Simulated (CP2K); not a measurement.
Two runs for the C K edge of vinylpyrazine. Run A: CP2K XAS_TDP, all-electron GAPW, PBEh(45%), aug-cc-pVDZ, TDA, no relativity. Run B differs in one setting.

First lines with a strength over 0.0015. A:

```tsv
atom	energy (eV)	states	strength, one atom
C1 (bonded to C and 2 H)	280.48	1	0.0485
	284.37	1	0.0059
	284.81	1	0.0194
	285.32	1	0.0035
	285.98	1	0.0065
C2 (bonded to 2 C and H)	280.88	1	0.0415
	283.38	1	0.0039
	284.46	1	0.0126
	284.73	1	0.0112
	285.35	1	0.0030
C3 (bonded to 2 C and N)	281.74	1	0.0474
	285.72	1	0.0126
	287.22	1	0.0020
	287.48	1	0.0015
	288.14	1	0.0043
C4 (bonded to C, N and H)	281.46	1	0.0529
	285.55	1	0.0122
	286.42	1	0.0031
	287.13	1	0.0037
	287.26	1	0.0016
C6 (bonded to C, N and H)	281.50	1	0.0508
	283.28	1	0.0020
	285.33	1	0.0124
	286.25	1	0.0070
	286.43	1	0.0025
C7 (bonded to C, N and H)	281.63	1	0.0523
	283.13	1	0.0021
	285.35	1	0.0127
	286.26	1	0.0061
	286.45	1	0.0030
```

B:

```tsv
atom	energy (eV)	states	strength, one atom
C1 (bonded to C and 2 H)	286.43	1	0.0475
	290.32	1	0.0057
	290.76	1	0.0190
	291.26	1	0.0034
	291.93	1	0.0064
C2 (bonded to 2 C and H)	286.80	1	0.0406
	289.31	1	0.0038
	290.39	1	0.0123
	290.65	1	0.0109
	291.28	1	0.0029
C3 (bonded to 2 C and N)	287.16	1	0.0465
	291.14	1	0.0123
	292.64	1	0.0019
	292.90	1	0.0015
	293.56	1	0.0042
C4 (bonded to C, N and H)	287.10	1	0.0518
	291.19	1	0.0120
	292.06	1	0.0031
	292.77	1	0.0036
	292.90	1	0.0016
C6 (bonded to C, N and H)	287.08	1	0.0498
	288.86	1	0.0020
	290.91	1	0.0121
	291.82	1	0.0068
	292.01	1	0.0025
C7 (bonded to C, N and H)	287.30	1	0.0512
	288.79	1	0.0021
	291.01	1	0.0124
	291.92	1	0.0060
	292.12	1	0.0029
```

Which was it: the functional, the basis, GW2X switched on, scalar relativity switched on?

GW2X switched on. GW2X shifts an atom's lines together and keeps their spacings. Against PBEh(45%) in aug-cc-pVDZ, the leading lines move by +5.95 eV (C1, to 286.43), +5.92 eV (C2, to 286.80), +5.42 eV (C3, to 287.16), +5.64 eV (C4, to 287.10), +5.58 eV (C6, to 287.08) and +5.67 eV (C7, to 287.30).

[Banner, clock and machine lines of the logs are left out without a mark of their own.]

[Logs are printed without paths, hosts, clocks, repeated set-up lines and the standing remarks that a program may print on its own settings, such as how far it seeks lower states.]

[Hosts, paths, dates, database ids (printed as entryN), source tags and the programs' standing remarks are cut or masked in the printed files.]
